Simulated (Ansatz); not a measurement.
## Decaying states in the gap of Sr4Te3O: band edges

Ansatz 0.2.0; PBE DFT, plane waves, PAW files.

The structure was built from a prototype and need not be the compound's stable phase.

It takes space group R-3m (No. 166, trigonal). Conventional cell: a = 4.449 Å, b = 4.449 Å, c = 44.806 Å, α = 90.00°, β = 90.00°, γ = 120.00°. Nearest to Sr lie 6 Te at 3.28 Å. Nearest to Sr lie 3 O at 2.90 Å and 3 Te at 3.28 Å. Nearest to Te lie 6 Sr at 3.28 Å. Nearest to O lie 6 Sr at 2.90 Å. It derives from Sr4Se3S. Te for Se, O for S in the Sr4Se3S structure of space group R-3m. Farther neighbours and most contacts between anions are not listed.

This step gave:

```
free energy         : -35696.0949 eV
Fermi energy        : 7.281 eV
gap on the k-mesh   : 1.535 eV
gap on path         : 1.535 eV, by band count; negative where bands overlap
direct gap on path  : 1.778 eV
edge places on path : 0, 0.8274 1/A along the path
```

The electronic bands at the labelled points (eV, zero at the Fermi level (highest filled level under fixed occupations); v1 is the highest filled band, c1 the lowest empty one):

```csv
point,v4,v3,v2,v1,c1,c2,c3,c4
VBM,-0.45,-0.45,0.00,0.00,1.78,2.87,3.19,3.29
halfway,-0.98,-0.89,-0.66,-0.47,2.16,2.62,2.80,3.21
CBM,-1.12,-1.08,-0.90,-0.70,1.54,2.64,2.74,3.78
```

ELF in the ac plane of the cell as run, not the conventional one, at fractional y = 0.000, with atoms of O within 0.2 Å of it. It is the smooth field of the valence electrons, not physical close to the nuclei.

Ten even steps from '0' (0.02) to '9' (0.85), each cell a mean:
```
7688620001332135762000100027997410100001379
7888984100245532233100011101599984100000014
2579998630014677531100001111038999840000000
0025799974101367886420000122211599897300000
1000146887510025788875310002232126988972001
2221001356652001368878864100123321379999511
1345421002354200014787778742012333113799972
4135665310012220000257776787410123321137998
8522578763100001000003677667873101222100368
4642257888631000000000136776778520001111002
0122114788886200000000001477767873100011100
0000000368777752000000000025777787510000001
0110000025877777520000000000257878862000000
0001110001478767774100000000002688887311321
5200112100026876677631000000000136788741257
9973002222101478766776200000110001367775226
5999731123321014787777752000123210013566521
1389997311333200247877787410013554210023442
1015999973123321001467888863000367763100122
1000279889621222100013578887520025888741000
0000003899994111210000024678753101489997520
1000000148999730111100011125665310037999985
7410000001489985100110002432234431001589778
7873100011114799620000000377631222100036885
```
Columns run along a (15.2 Å), rows up along c (15.2 Å). Atoms in or near the plane, at fractional coordinates: O at (0.00, 0.00).

Valence density in the ac plane of the cell as run, not the conventional one, at fractional y = 0.000, with atoms of O within 0.2 Å of it. It is the smooth field of the valence electrons, not physical close to the nuclei.

Ten steps, logarithmic in the rise over the least value, from '0' (0.0 e/Å³) to '9' (6.6 e/Å³), each cell a mean:
```
9986310000011234432100000124565321000000147
4799742000011112232210000012467764100000002
0257875310001122222211000000135777631000000
0012466532000112222211000000012467775310000
0000123443210001233332110000001125777752100
0000001123321000123333321000000111357776421
1111100001222110011234443210000001113577653
3211111100011111001123444432100000001135665
5422222211000110001112234444321000000011345
3332222332211000000011123444432110000000012
1122222233332111100001111234444321000000000
0001111123443321111000011112344433211000000
0000000012334443211110000111123343321111100
1000000000123444432111000001111223332222221
3210000000011234444321110000000112222222234
5543110000000123444432111000111000112222224
4666531110000001234444321100111110000111112
1357775311100000012344432110011222100000111
0124677753111000000123333221001123332100000
0001257777521100000011233322100012454321000
0000013577764110000001112222210001246664210
0000000136777531000000112222211000013678752
4200000001456653100000012332211100000257997
9741000000123555421000001244432110000013699
```
Columns run along a (15.2 Å), rows up along c (15.2 Å). Atoms in or near the plane, at fractional coordinates: O at (0.00, 0.00).

Electrostatic potential energy in the ac plane of the cell as run, not the conventional one, at fractional y = 0.000, with atoms of O within 0.2 Å of it. With pseudopotentials it is smooth inside the atoms' cores, unlike the true potential.

Ten even steps from '0' (-41 eV) to '9' (12 eV), each cell a mean:
```
1037999999999887778899999986445789999999996
9522599999999999888889999998740147899999999
9996348999999999998888999999975101478999999
9999987999999999999999999999998730014799999
9999999999999999999899999999999986200158999
9999999999999999999888999999999999851003789
9999999999999999999987788999999999987510158
7899999999999999999998877789999999999875335
6789999999999999998899987668999999999998865
7778899999999999999888998866789999999999998
9888889998899998889988889988767899999999999
9999889998888899888899888899887789999999999
9999999999987788998888998889999888999888899
9999999999998766889988889998899999899988888
7899999999999987678999888999999999999998877
5568899999999999866789998999999999999999987
7412578999999999988778999999999999999999998
9751015799999999999887889999999999999999999
9986200158999999999999888999999999999999999
9999851002689999999999999999999999999999999
9999997410037899999999999999999999998679999
9999999874101589999999888899999999999733699
9999999998742157899999988778899999999984115
1699999999987655789999998776788999999999720
```
Columns run along a (15.2 Å; values clipped at the 3rd and 97th percentile), rows up along c (15.2 Å). Atoms in or near the plane, at fractional coordinates: O at (0.00, 0.00).

Q: Write an input that reproduces this.

The system, level and task follow from the heading and the kind of results. Meshes, cutoffs and thresholds can't be read from the results; these are the ones that the run used.

input.yaml

```yaml
crystal:
  lattice:
    - [2.2243158942, 1.2842093803, 14.9353300008]
    - [-2.2243158942, 1.2842093803, 14.9353300008]
    - [0.0, -2.5684187606, 14.9353300008]
  atoms:
    - { symbol: Sr, position: [0.878970033, 0.878970033, 0.878970033] }
    - { symbol: Sr, position: [0.121029967, 0.121029967, 0.121029967] }
    - { symbol: Sr, position: [0.3632536768, 0.3632536768, 0.3632536768] }
    - { symbol: Sr, position: [0.6367463232, 0.6367463232, 0.6367463232] }
    - { symbol: Te, position: [0.2578928009, 0.2578928009, 0.2578928009] }
    - { symbol: Te, position: [0.5, 0.5, 0.5] }
    - { symbol: Te, position: [0.7421071991, 0.7421071991, 0.7421071991] }
    - { symbol: O, position: [0.0, 0.0, 0.0] }
kpoints:
  mp_grid: { grid: [6, 6, 6] }
  band_path: { path: [VBM, CBM], npoints: 30 }
scf:
  occupations: { method: fixed }
hamiltonian:
  xc: pbe
output:
  eigenvalues: true
  write_potential: true
  write_density: true
  volumetric_format: npy
  elf: true
```

The run is started by

```bash
ansatz run input.yaml --threads 2 --pin off --max-ram 4096MiB --backend cpu --events-out ev --progress --plain --runs-dir out
```

[Logs are printed without paths, hosts, clocks, repeated set-up lines and the standing remarks that a program may print on its own settings, such as how far it seeks lower states.]

[Hosts, paths, dates, database ids (printed as entryN), source tags and the programs' standing remarks are cut or masked in the printed files.]
